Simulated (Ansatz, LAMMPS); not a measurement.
# Convergence of a linear-scaling basis for glassy 76SiO2-9BaO-7SrO-4Li2O-4ZrO2 (mol %) (128 atoms), part 2 of 3

Aim: test how closely localised support functions follow the reference on glassy 76SiO2-9BaO-7SrO-4Li2O-4ZrO2 (mol %) (128 atoms), and at what cost. A setting counts as converged where the r.m.s. difference of forces stays under 1 % of the r.m.s. force.

Ansatz 0.2.0; Kohn-Sham DFT, PBE, PAW (set soft_2), plane waves.

The cell: 34 Si, 4 Ba, 3 Sr, 4 Li, 2 Zr and 81 O. The quench rate of 1000 K/ps is many orders above laboratory rates. The starting topology of bonds comes from the classical model. The Brillouin zone is sampled at Γ only, in a cell whose shortest periodic width is 12 Å. The levels lack spin–orbit coupling.

So far. Step 4 (Support functions low): Forces differ from the reference by 1.5 meV/Å r.m.s., 0.15 % of their size, well within a tolerance of 1 %; the energy by -4.6 meV/atom and the gap by -0.0052 eV. It took roughly 4.1 times the reference's time (one timing each, with unlike analyses asked), in 14 cycles against 9. Step 5 (Support functions medium): Forces differ from the reference by 1.2 meV/Å r.m.s., 0.11 % of their size, well within a tolerance of 1 %; the energy by -4.6 meV/atom.

**6. Support functions medium, radius 3.11 Å**

Level of this step: Kohn-Sham DFT, PBE, PAW (set soft_2), localised support functions (medium) (Ansatz).

The radius confines each support function; a larger one gives more freedom and more work per atom.

File input.yaml:

```yaml
crystal:
  lattice:
    - [12.04462, 0.0, 0.0]
    - [0.0, 12.04462, 0.0]
    - [0.0, 0.0, 12.04462]
  atoms:
    [... the 128 atom lines of step 3 ...]
kpoints:
  mp_grid: { grid: [1, 1, 1] }
hamiltonian:
  xc: pbe
scf:
  occupations: { method: fixed }
  eigensolver: { kind: { support_functions: { accuracy: medium, radius: 3.11 } } }
  max_iter: 150
output:
  forces: true
  eigenvalues: true
```

Launch:

```sh
> ansatz run input.yaml --threads 8 --pin off --max-ram 15872MiB --backend cpu --events-out ev --progress --plain --runs-dir out
```

Standard output:

```text
Warning: scf.eigensolver.kind.support_functions: disabling space-group detection — the functions' gradient is summed over unrotated k-points, so no spatial operation reduces the k-mesh or symmetrises the density; time reversal is kept, so that k and −k are solved as one point where they differ and the mesh holds both, and exact exchange and, on two spinor components, a DFT+U term hold to it where the run has them: [...]
Warning: basis.ecutwfc = 464 eV, auto-derived: no grid that the accuracy of the support functions lays serves the files at the lower one that their records recommend; a deck with other species or settings can derive another value
settings of this run that can trade accuracy for cost: scf.eigensolver.kind.support_functions [...]
Engine: ansatz 0.2.0, aarch64-unknown-linux-gnu
Pseudopotentials: kind: paw
Pseudopotential: Si, paw, valence charge 4, recommended cutoff 420 eV (normal), Si.paw.azcp
Pseudopotential: Ba, paw, valence charge 10, recommended cutoff 420 eV (normal), Ba.paw.azcp
Pseudopotential: Sr, paw, valence charge 10, recommended cutoff 420 eV (normal), Sr.paw.azcp
Pseudopotential: Li, paw, valence charge 3, recommended cutoff 420 eV (normal), Li.paw.azcp
Pseudopotential: Zr, paw, valence charge 12, recommended cutoff 420 eV (normal), Zr.paw.azcp
Pseudopotential: O, paw, valence charge 6, recommended cutoff 420 eV (normal), O.paw.azcp
[... 5 lines on functional and potentials left out ...]
Error: SCF: the radius of support functions is under 3.48 Å, the least for these sites at the functions' level (scf.eigensolver.kind.support_functions.accuracy). Use scf.eigensolver.kind: auto, or type scf.eigensolver.kind.support_functions.radius at least as long, [...]
```

Elapsed: 7.2 s, on 8 threads of Arm Neoverse V1, shared host; peak memory 0.56 GiB; 34 s of CPU time.

The program refuses radii under 3.48 Å for these atoms at this level.

**7. Support functions medium, radius 3.55 Å**

The radius confines each support function; a larger one gives more freedom and more work per atom. Besides, the program derives a nominal cutoff of 464 eV for this run, against the reference's 420.

input.yaml, the sections that differ from step 6:

```yaml
scf:
  occupations: { method: fixed }
  eigensolver: { kind: { support_functions: { accuracy: medium, radius: 3.55 } } }
  max_iter: 150
# crystal, kpoints, hamiltonian, output: as in step 6
```

Standard output:

```text
[...]
Crystal: 128 atoms, lattice volume = 1747.348 Å³
Basis set: ecut = 464 eV, 39607 PW (Γ), exchange–correlation on 180×180×180 points (8 copies of the dense FFT grid, shifted against one another)
Bands: 437, of which v1, the nominal top of the filled ones, is band 364 counted from 1 (363 counted from 0)
Symmetry: 1 space group operations
k-points: 1
[...]
SCF iter   1: F=—  HF=-111325.546257 eV  |F-HF|=—  |Δ(HF+E_count)|=         —  Δρ=1.04e-1  dr2=2.27e2  ethr=1.00e-1
[...]
SCF iter  15: F=—  HF=-111337.763720 eV  |F-HF|=—  |Δ(HF+E_count)|=   4.21e-3  Δρ=1.13e-5  dr2=7.51e-6  ethr=2.71e-9  κ⁻¹=7.6e-5(r=7)
SCF iter  16: F=-111337.763718 eV  HF=-111337.763719 eV  |F-HF|=7.19e-7  |Δ(HF+E_count)|=   1.53e-6  Δρ=5.98e-6  dr2=1.28e-6  ethr=1.03e-9
SCF 1 converged in 16 iterations: F = -111337.830904 eV  dr2 = 1.28e-6
[...]
SCF converged after 16 iterations
[...]
Free energy (F): -111337.830904 eV
[...]
Internal energy: -111337.830904 eV  (E = F + TS)
E sigma→0 (E₀):  -111337.830904 eV
Fermi energy:    5.122210 eV
[...]
Σ components = -111337.830904   (vs F -111337.830904, Δ=0.00e0)
--- Forces (eV/Å), atoms counted from 1 ---
  atom   1  Si     0.60755874     0.90251814    -0.42780506
  atom   2  Si     2.21990984    -0.03155206    -1.73782410
  atom   3  Si    -0.58122510     0.87028878     0.34914118
  atom   4  Si     0.29897026     1.74556611    -0.65519104
[...]
atom 128  O     -0.25802541     0.03654782    -0.40925076
  max |Σ_I F_I| component: 8.72e-3 eV/Å
--- Band table (eV) ---
[...]
```

The job ended after 1.8 min (8 threads; peak memory 5.2 GiB).

Keys that differ from the reference: support_functions.accuracy = "medium", support_functions.radius = 3.55 and scf.max_iter = 150.

Forces differ from the reference by 0.98 meV/Å r.m.s., 0.097 % of their size, well within a tolerance of 1 %; the energy by -4.6 meV/atom. It took roughly 4.3 times the reference's time (one timing each, with unlike analyses asked), in 16 cycles against 9.

**8. Support functions medium, radius 3.81 Å**

The radius confines each support function; a larger one gives more freedom and more work per atom. Besides, the program derives a nominal cutoff of 464 eV for this run, against the reference's 420.

input.yaml, the sections that differ from step 7:

```yaml
scf:
  occupations: { method: fixed }
  eigensolver: { kind: { support_functions: { accuracy: medium, radius: 3.81 } } }
  max_iter: 150
# crystal, kpoints, hamiltonian, output: as in step 7
```

Standard output:

```text
[...]
Crystal: 128 atoms, lattice volume = 1747.348 Å³
Basis set: ecut = 464 eV, 39607 PW (Γ), exchange–correlation on 180×180×180 points (8 copies of the dense FFT grid, shifted against one another)
Bands: 437, of which v1, the nominal top of the filled ones, is band 364 counted from 1 (363 counted from 0)
Symmetry: 1 space group operations
k-points: 1
[...]
SCF iter   1: F=—  HF=-111327.202848 eV  |F-HF|=—  |Δ(HF+E_count)|=         —  Δρ=1.04e-1  dr2=2.27e2  ethr=1.00e-1
[...]
SCF iter  15: F=—  HF=-111337.795905 eV  |F-HF|=—  |Δ(HF+E_count)|=   2.58e-3  Δρ=8.04e-6  dr2=3.09e-6  ethr=1.59e-9  κ⁻¹=4.7e-5(r=7)
SCF iter  16: F=-111337.795905 eV  HF=-111337.795905 eV  |F-HF|=2.63e-7  |Δ(HF+E_count)|=   5.36e-7  Δρ=3.62e-6  dr2=6.20e-7  ethr=4.25e-10
SCF 1 converged in 16 iterations: F = -111337.830490 eV  dr2 = 6.20e-7
[...]
SCF converged after 16 iterations
[...]
Free energy (F): -111337.830490 eV
[...]
Internal energy: -111337.830490 eV  (E = F + TS)
E sigma→0 (E₀):  -111337.830490 eV
Fermi energy:    5.121694 eV
[...]
Σ components = -111337.830490   (vs F -111337.830490, Δ=0.00e0)
--- Forces (eV/Å), atoms counted from 1 ---
  atom   1  Si     0.60726077     0.90221217    -0.42698138
  atom   2  Si     2.21933650    -0.03263172    -1.73818951
  atom   3  Si    -0.58119825     0.87010024     0.34884116
  atom   4  Si     0.29882942     1.74549803    -0.65583115
[...]
atom 128  O     -0.25815162     0.03694301    -0.40948290
  max |Σ_I F_I| component: 4.80e-3 eV/Å
--- Band table (eV) ---
[...]
```

Run time: 2.2 min. Hardware: 8 threads; peak memory 5.7 GiB.

Keys that differ from the reference: support_functions.accuracy = "medium", support_functions.radius = 3.81 and scf.max_iter = 150.

Forces differ from the reference by 0.76 meV/Å r.m.s., 0.075 % of their size, well within a tolerance of 1 %; the energy by -4.6 meV/atom. It took roughly 5.3 times the reference's time (one timing each, with unlike analyses asked), in 16 cycles against 9.

**9. Other settings**

Changed here: scf.algorithm = "density_mixing", scf.mixing.algorithm = "msr1", scf.mixing.beta = 0.3 and scf.mixing.ndim = 2.

This step: Kohn-Sham DFT, PBE, PAW (set soft_2), plane waves (Ansatz 0.2.0).

input.yaml, the sections that differ from step 8:

```yaml
kpoints:
  mp_grid: { grid: [1, 1, 1], shift: [0.0, 0.0, 0.0] }
scf:
  occupations: { method: fixed }
  algorithm: density_mixing
  mixing: { algorithm: msr1, beta: 0.3, ndim: 2 }
output:
  forces: true
  stress: true
  populations: true
  dos:
    method: { smearing: { sigma: 0.1 } }
    de: 0.1
    projected: { site_lists: { Ba: [Ba], Li: [Li], O: [O], Si: [Si], Sr: [Sr] } }
  eigenvalues: true
# crystal, hamiltonian: as in step 8
```

Standard output:

```text
[...]
Crystal: 128 atoms, lattice volume = 1747.348 Å³
Basis set: ecut = 420 eV, 34265 PW (Γ), exchange–correlation on 162×162×162 points (8 copies of the dense FFT grid, shifted against one another)
Bands: 492, of which v1, the nominal top of the filled ones, is band 364 counted from 1 (363 counted from 0)
Symmetry: 1 space group operations
[...]
k-points: 1
[...]
SCF iter   1: F=—  HF=-111337.243110 eV  |F-HF|=—  |Δ(HF+E_count)|=         —  Δρ=2.37e-3  dr2=1.57e-1  ethr=1.77e-3  ⟨swp⟩=5.0  Hψ=1930  notcnv=0  defer=126
[...]
SCF iter  12: F=—  HF=-111337.237551 eV  |F-HF|=—  |Δ(HF+E_count)|=   1.04e-7  Δρ=5.37e-6  dr2=4.47e-7  ethr=1.13e-10  ⟨swp⟩=2.0  Hψ=670  notcnv=0  defer=121
SCF iter  13: F=-111337.237551 eV  HF=-111337.237551 eV  |F-HF|=2.29e-8  |Δ(HF+E_count)|=   5.72e-8  Δρ=9.97e-7  dr2=3.77e-8  ethr=1.37e-11  ⟨swp⟩=19.0  Hψ=3911  notcnv=0
SCF 1 converged in 13 iterations: F = -111337.237551 eV  dr2 = 3.77e-8
[...]
SCF converged after 13 iterations
Free energy (F): -111337.237551 eV
[...]
Internal energy: -111337.237551 eV  (E = F + TS)
E sigma→0 (E₀):  -111337.237551 eV
Fermi energy:    5.121745 eV
[...]
Σ components = -111337.237551   (vs F -111337.237551, Δ=0.00e0)
--- Forces (eV/Å), atoms counted from 1 ---
  atom   1  Si     0.60741340     0.90143445    -0.42804983
  atom   2  Si     2.21868423    -0.03276631    -1.73728198
  atom   3  Si    -0.58088618     0.86844042     0.34878995
  atom   4  Si     0.29834836     1.74449210    -0.65538364
[...]
atom 128  O     -0.25814076     0.03708324    -0.40813206
  max |Σ_I F_I| component: 4.60e-5 eV/Å
--- Stress (GPa, compression-positive) ---
        5.195126      -0.295771       0.397373
       -0.295770       5.615190      -0.227738
        0.397370      -0.227739       5.544497
  P = ⅓ Tr σ = 5.4516 GPa (54.516 kbar)
--- Band table (eV) ---
[...]
--- Löwdin populations: 128 sites ---
  site symbol       q [e]
     0     Si      2.2558
     1     Si      2.2588
     2     Si      2.2363
[...]
127      O      6.7675
  spilling = 0.013090 (of n_electrons = 728.000000)
```

The job ended after 29 s (8 threads; peak memory 2.7 GiB).

Forces differ from the reference by 0.016 meV/Å r.m.s., 0.0016 % of their size, well within a tolerance of 1 %.

**10. What each setting buys**

Differences are against the plane-wave reference (Kohn-Sham DFT, PBE, PAW (set soft_2), plane waves), whose r.m.s. force component is 1.01 eV/Å. Energies are set beside the reference only for runs with its functional, potentials and electron count. Times are for 8 threads of Arm Neoverse V1, shared host. The reference's time includes the DOS, the stress and grids, which some other runs skip.

```
                                                                                                           run  Δ force, r.m.s. (meV/Å)  share of r.m.s. force (%)  Δ energy (meV/atom)  Δ pressure (GPa)  Δ gap (eV)  cycles     time  host memory (GiB)
                                                                                                     reference                        -                          -                    -                 -           -       9     26 s                2.7
                                                                                         support functions low                     1.51                      0.149                -4.63                 -     -0.0052      14  1.7 min                5.4
                                                                                      support functions medium                     1.16                      0.115                -4.63                 -     -0.0039      16  1.9 min                5.4
                                                                       support functions medium, radius 3.55 Å                    0.976                     0.0968                -4.64                 -     -0.0036      16  1.8 min                5.2
                                                                       support functions medium, radius 3.81 Å                    0.758                     0.0751                -4.63                 -     -0.0015      16  2.2 min                5.7
scf.algorithm = "density_mixing", scf.mixing.algorithm = "msr1", scf.mixing.beta = 0.3 and scf.mixing.ndim = 2                    0.016                     0.0016                    0                 0           0      13     29 s                2.7
```

**11. The reference in detail**

With the settings judged, the reference run is read for its physics.

Length of the force by element and coordination:

```
element  coordination  atoms  mean length of the force (eV/Å)  spread  least   most
     Ba           all      4                             1.03   0.428  0.595   1.71
     Li           all      4                            0.693   0.178  0.386  0.819
      O           all     81                             1.65   0.726  0.484   3.32
     Si           all     34                             1.74   0.555  0.738   2.83
     Sr           all      3                             1.02   0.188  0.807   1.26
     Zr           all      2                             1.28   0.893  0.382   2.17
```

Löwdin charges by element and coordination (they lack the spilled electrons, 0.074 e an atom on average):

```
element  coordination  atoms  mean charge (e)  spread  least   most
     Ba           all      4             1.86  0.0136   1.83   1.87
     Li           all      4            0.782  0.0176  0.762  0.810
      O           all     81           -0.844  0.0822  -1.06  -0.73
     Si           all     34             1.73  0.0445   1.65   1.80
     Sr           all      3             1.80  0.0107   1.80   1.82
     Zr           all      2             1.57   0.008   1.56   1.58
```

Density of states as counts of states in windows of 1 eV (from the Fermi level), total and the larger projections:

```
from (eV)  to (eV)  total   O p  Si p   O s
      -18      -17   24.7   0.4   3.2  18.8
      -17      -16   11.6   0.2   1.0   6.1
      -16      -15   13.8   0.3   0.3   1.8
      -15      -14    1.5   0.1   0.0   0.1
      -14      -13    5.0   0.1   0.0   0.0
      -13      -12    9.1   0.2   0.0   0.1
      -12      -11   12.2   1.9   0.2   0.2
      -11      -10   11.5   7.7   0.6   0.5
      -10       -9   16.6  11.3   1.3   0.8
       -9       -8   24.6  17.7   3.1   1.0
       -8       -7   32.2  24.4   5.7   0.6
       -7       -6   31.5  24.2   5.3   0.6
       -6       -5   45.7  37.2   4.1   2.1
       -5       -4   76.1  65.8   4.4   2.3
       -4       -3   84.1  76.3   2.9   1.4
       -3       -2   82.0  76.6   1.8   0.8
       -2       -1   59.7  56.6   1.0   0.4
       -1        0   18.0  16.9   0.5   0.1
        0        1    1.8   1.7   0.0   0.0
        1        2    0.0   0.0   0.0   0.0
        2        3    2.3   0.1   0.0   0.1
        3        4   13.7   1.1   0.6   0.6
        4        5   25.2   1.7   2.3   1.6
```

With fixed occupations the program's Fermi level is the highest filled level; weight inside the gap is the broadening of levels at its edges.

Between -26 and -18 eV lie 128 more states.

Not all projections were asked for or kept, so they needn't add up to the total.

The levels nearest the highest filled one (over half full), pooled over k-points and spins:

```
level less the highest filled one (eV)  occupation
                                -0.432           2
                                -0.399           2
                                -0.148           2
                               -0.0507           2
                                -0.032           2
                                     0           2
                                  2.57           0
                                  3.16           0
                                  3.23           0
                                  3.31           0
                                  3.45           0
                                  3.51           0
```

Valence density in the ac plane at fractional y = 0.240, with atoms of Si and Ba and Li and Zr and O within 0.2 Å of it. It is the smooth field of the valence electrons, not physical close to the nuclei.

Values in e/Å³, 13 rows by 16 columns, each cell a mean:
```
0.0 0.3 0.6 0.3 0.1 0.1 0.1 2.0 3.9 0.4 0.0 0.0 0.1 0.3 0.1 0.0
0.1 1.5 2.5 0.4 0.1 0.1 0.1 0.2 0.3 0.2 0.1 0.0 0.0 0.0 0.0 0.0
0.9 0.9 0.6 0.1 2.0 1.4 0.1 0.1 0.2 1.0 0.7 0.1 0.0 0.0 0.2 0.2
3.6 2.7 0.3 0.1 0.1 0.1 0.0 0.0 0.1 0.5 0.3 0.0 0.0 0.0 0.1 0.7
1.2 0.7 0.1 0.1 0.1 0.0 0.0 0.1 0.3 0.2 0.1 0.0 0.0 0.0 0.0 0.2
0.1 0.1 0.0 0.1 0.7 0.5 0.1 0.2 1.1 0.7 0.1 0.0 0.0 0.0 0.0 0.1
0.1 0.2 0.2 0.3 1.5 0.9 0.1 0.1 0.2 0.1 0.0 0.0 0.0 0.0 0.0 0.0
0.1 0.7 0.6 0.2 0.3 0.2 0.3 2.6 1.5 0.1 0.0 0.1 0.1 0.1 0.1 0.1
0.2 0.2 0.2 0.3 0.4 0.2 0.4 3.0 1.7 0.1 0.3 1.8 0.9 0.1 0.1 0.1
1.0 0.9 0.2 0.1 0.2 0.2 0.1 0.2 0.1 0.0 0.3 2.2 1.0 0.1 0.1 0.7
1.0 1.0 0.2 0.1 0.0 0.1 0.1 0.1 0.1 0.0 0.0 0.1 0.1 0.1 0.1 0.8
0.4 0.3 0.6 0.9 0.2 0.0 0.0 0.1 0.1 0.0 0.0 0.0 0.3 1.3 0.5 0.2
0.0 0.1 0.8 1.1 0.2 0.0 0.1 0.9 1.7 0.3 0.0 0.1 0.7 4.6 1.7 0.1
```
Columns run along a (12.0 Å), rows up along c (12.0 Å). Atoms in or near the plane, at fractional coordinates: Si at (0.23, 0.40), Ba at (0.03, 0.21), Li at (0.30, 0.80), Zr at (0.04, 0.72), O at (0.85, 0.04), O at (0.51, 0.97), O at (0.48, 0.37).

(Continued in part 3 of 3.)

[Long decimals in the printed logs are rounded to 6 places.]

[Logs are printed without paths, hosts, clocks, repeated set-up lines and the standing remarks that a program may print on its own settings, such as how far it seeks lower states.]

[Hosts, paths, dates, database ids (printed as entryN), source tags and the programs' standing remarks are cut or masked in the printed files.]
